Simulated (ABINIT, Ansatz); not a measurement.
# Quasiparticle gap of MgZrF6 (Fm-3m) in ABINIT, part 3 of 3

Aim: the G0W0 gap of MgZrF6 (Fm-3m) on LDA, step by step.

ABINIT 10.8.3; LDA and many-body steps on it, plane waves. Known limits of the many-body steps: not at the basis limit; no spin-orbit coupling; coarse k mesh.

So far. Step 4 (Empty states on the mesh, 2×2×2 mesh, 102 bands): On this mesh the gap is 6.824 eV. Step 5 (Screening, 2×2×2 mesh, 94 bands, screening to 98 eV): Local fields lower ε∞ by 9 %. On a Γ-centred mesh this coarse the value itself is usually too large, while a short band sum pulls it down.

**6. Self-energy, 2×2×2 mesh, 94 bands, screening to 98 eV**

The self-energy is evaluated for the states that the input lists, and the levels follow from it, in one-shot runs by the linearised quasiparticle equation.

This step: G0W0 on LDA, plane waves, norm-conserving pseudopotentials.

Input file run.abi:

```
acell 3*1.0 Angstrom
rprim 
  0.000000000000 3.988016550000 3.988016550000
  3.988016550000 0.000000000000 3.988016550000
  3.988016550000 3.988016550000 -0.000000000000
ntypat 3
znucl 12 40 9
natom 8
typat 1 2 3 3 3 3 3 3
xred 
  0.500000000000 0.500000000000 0.500000000000
  0.000000000000 0.000000000000 0.000000000000
  0.747623080000 0.252376920000 0.252376920000
  0.252376920000 0.747623080000 0.747623080000
  0.252376920000 0.747623080000 0.252376920000
  0.747623080000 0.252376920000 0.747623080000
  0.252376920000 0.252376920000 0.747623080000
  0.747623080000 0.747623080000 0.252376920000
pp_dirpath "pseudos"
pseudos "Mg.upf, Zr.upf, F.upf"
ecut 38
ngkpt 2 2 2
nshiftk 1
shiftk 0 0 0
kptopt 1
chksymbreak 0
istwfk *1
occopt 1
irdwfk 1
optdriver 4
nband 94
gwcalctyp 0
ecutsigx 38
symsigma 1
nkptgw 1
kptgw 
  0.0000000000 0.0000000000 0.0000000000
bdgw 
  30 35
ecuteps 3.6
irdscr 1
ppmodel 1
indata_prefix "in"
outdata_prefix "out"
tmpdata_prefix "tmp"
```

Started as:

```console
> OMP_NUM_THREADS=1 mpirun -n 4 abinit run.abi > log
```

Numbers of over 12 decimals in the logs are rounded to 6 here.

Log:

```text
.Version 10.8.3 of ABINIT. v10.8.2 released Aug 2026.

 Symmetries : space group Fm -3 m (#225); Bravais cF (face-center cubic)
[... echo of the input left out ...]
== DATASET  1 ==================================================================
-   mpi_nproc: 4, omp_nthreads: 1 (-1 if OMP is not activated)

--- !DatasetInfo
iteration_state: {dtset: 1, }
dimensions: {natom: 8, nkpt: 3, mband: 94, nsppol: 1, nspinor: 1, nspden: 1, mpw: 9608, }
cutoff_energies: {ecut:  38.0, pawecutdg:  -1.0, }
electrons: {nelect:   6.40000000E+01, charge:   0.00000000E+00, occopt:   1.00000000E+00, tsmear:   1.00000000E-02, }

 SIGMA: Calculation of the GW corrections

 Based on a program developped by R.W. Godby, V. Olevano, G. Onida, and L. Reining.
 Incorporated in ABINIT by V. Olevano, G.-M. Rignanese, and M. Torrent.
.Using double precision arithmetic ; gwpc =  8

[... cell and pseudopotentials left out ...]
--------------------------------------------------------------------------------

 ==== K-mesh for the wavefunctions ====
 Number of points in the irreducible wedge :     3
[... list of points left out ...]
 Together with 48 symmetry operations and time-reversal symmetry
 yields     8 points in the full Brillouin Zone.

 ==== Q-mesh for screening function ====
 Number of points in the irreducible wedge :     3
[... list of points left out ...]
 Together with 48 symmetry operations and time-reversal symmetry
 yields     8 points in the full Brillouin Zone.

 vcoul_init : cutoff-mode = AUXILIARY_FUNCTION
 q-points for optical limit:   1
     1)      0.000010    0.000020    0.000030
 setmesh: FFT mesh size selected  =    60x   60x   60
          total number of points  =       216000

 Number of electrons calculated from density =   64.0000; Expected =   64.0000
 average of density, n =  0.074762
 r_s =    1.4726
 omega_plasma =   26.3753 [eV]

 === KS Band Gaps ===
  >>>> For spin  1
   Minimum direct gap =   6.8236 [eV], located at k-point      :   0.0000  0.0000  0.0000
   Fundamental gap    =   6.8236 [eV], Top of valence bands at :   0.0000  0.0000  0.0000
                                       Bottom of conduction at :   0.0000  0.0000  0.0000
 SIGMA fundamental parameters:
 PLASMON POLE MODEL  1
 number of plane-waves for SigmaX                 9577
 number of plane-waves for SigmaC and W            283
 number of plane-waves for wavefunctions          9577
 number of bands                                    94
 number of independent spin polarizations            1
 number of spinorial components                      1
 number of k-points in IBZ                           3
 number of q-points in IBZ                           3
 number of symmetry operations                      48
 number of k-points in BZ                            8
 number of q-points in BZ                            8
 number of frequencies for dSigma/dE                 9
 frequency step for dSigma/dE [eV]                0.25
 number of omega for Sigma on real axis              0
 max omega for Sigma on real axis  [eV]           0.00
 zcut for avoiding poles [eV]                     0.10

 EPSILON^-1 parameters (SCR file):
 dimension of the eps^-1 matrix on file            283
 dimension of the eps^-1 matrix used               283
 number of plane-waves for wavefunctions          9577
 number of bands                                    94
 number of q-points in IBZ                           3
 number of frequencies                               2
 number of real frequencies                          1
 number of imag frequencies                          1

 matrix elements of self-energy operator (all in [eV])

 Perturbative Calculation

--- !SelfEnergy_ee
iteration_state: {dtset: 1, }
kpoint     : [   0.000,    0.000,    0.000, ]
spin       : 1
KS_gap     :    6.824
QP_gap     :   12.083
Delta_QP_KS:    5.259
data: !SigmaeeData |
     Band     E0 <VxcDFT>   SigX SigC(E0)      Z dSigC/dE  Sig(E)    E-E0       E
       30  -2.402 -22.743 -30.118   5.166   0.807  -0.239 -24.527  -1.784  -4.186
       31  -2.402 -22.743 -30.118   5.166   0.807  -0.239 -24.527  -1.784  -4.186
       32  -2.402 -22.743 -30.118   5.166   0.807  -0.239 -24.527  -1.784  -4.186
       33   4.421 -16.374  -9.744  -2.596   0.861  -0.161 -12.899   3.475   7.897
       34   4.421 -16.374  -9.744  -2.596   0.861  -0.161 -12.899   3.475   7.897
       35   4.421 -16.374  -9.744  -2.596   0.861  -0.161 -12.899   3.475   7.897

== END DATASET(S) ==============================================================
================================================================================

 -outvars: echo values of variables after computation  --------
           etotal      0.0000000000E+00
            nband          94
             nkpt           3
          spgroup         225
 [... the other variables as echoed above ...]

 Calculation completed.
```

Wall time 4.8 s (4 MPI ranks of Arm Neoverse V2, shared host); peak memory 1.2 GiB.

This step gave:

```
G0W0 gap on the points computed              : 12.08 eV
starting gap on the mesh                     : 6.824 eV
k of the valence top                         : 0, 0, 0
k of the conduction bottom                   : 0, 0, 0
Z at the valence top                         : 0.807
Z at the conduction bottom                   : 0.861
least direct G0W0 gap on the computed points : 12.08 eV
```

The gap on the mesh goes from 6.82 eV to 12.08 eV, a correction of +5.26 eV.

Limits: finite bands, cutoff and mesh; no spin-orbit coupling; coarse k mesh. v1 is the top filled band, c1 the lowest empty one. The levels before and after the correction (eV, zero at the valence-band top of each column):

```tsv
	conduction bottom	valence top
Kohn-Sham	6.82	0.00
G0W0	12.08	0.00
```

```tsv
	level	energy (eV)
Kohn-Sham	Γ v3-v1	0.000
Kohn-Sham	Γ c1-c3	6.824
G0W0	Γ v3-v1	0.000
G0W0	Γ c1-c3	12.083
```

**7. Where the time went**

Times are wall times on 4 MPI ranks of Arm Neoverse V2, shared host, good to a factor of about two.

```tsv
step	time	share	memory (GiB)
ground state	37 s	25 %	0.49
bands along the symmetry lines	56 s	39 %	0.48
empty states on the mesh	29 s	20 %	0.4
screening	17 s	12 %	1.4
self-energy	4.8 s	3 %	1.2
```

**8. Summary of results**

```yaml
lda_gap: 6.82 eV, direct
g0w0_gap_on_the_mesh: 12.08 eV
gw_settings: 2×2×2 mesh, 94 bands, screening to 98 eV, Godby-Needs plasmon pole
known_limits: not at the basis limit; no spin-orbit coupling; coarse k mesh
```

**Reading.** G0W0 moves the gap on the mesh from 6.82 eV to 12.08 eV (+5.26 eV), with Z of 0.81 and 0.86 at the edges. Local fields lower the RPA ε∞ on this mesh from 2.18 to 1.99; a Γ-centred mesh this coarse tends to raise both, most where the direct gap is narrow, while a short band sum lowers them. Only 1 of the mesh's irreducible points was corrected, so a valley elsewhere could overtake. The dearest step here is «bands along the symmetry lines». Bands and cutoff are finite, so the gap is not at the basis limit. The miss can reach some tenths of an eV and take either sign; the mesh is an error of its own. In the G0W0 run levels were corrected at 1 k point alone, so a gap called «on the mesh» is the least over those, and an edge elsewhere would be missed. The 2×2×2 mesh is coarse for this cell, which bears on the long-range parts of exchange and screening. The many-body steps are scalar-relativistic: spin-orbit coupling is not in them.

[Paths, hosts, dates, memory and timing lines, banners, echoed tables and standing remarks are left out of the program output.]

[Logs are printed without paths, hosts, clocks, repeated set-up lines and the standing remarks that a program may print on its own settings, such as how far it seeks lower states.]

[Runs of the session that timed out or met a known fault of the program may be left out.]

[Hosts, paths, dates, database ids (printed as entryN), source tags and the programs' standing remarks are cut or masked in the printed files.]

[G0W0 gaps are taken among the corrected bands and points alone; a level outside them can change the order at an edge.]

[Where Ansatz stands beside ABINIT at settings called matched, ABINIT's density can come from a denser mesh and the files from another edition; pairs whose starting gaps differed by over 0.03 eV were left out, so agreement reads better than it is.]
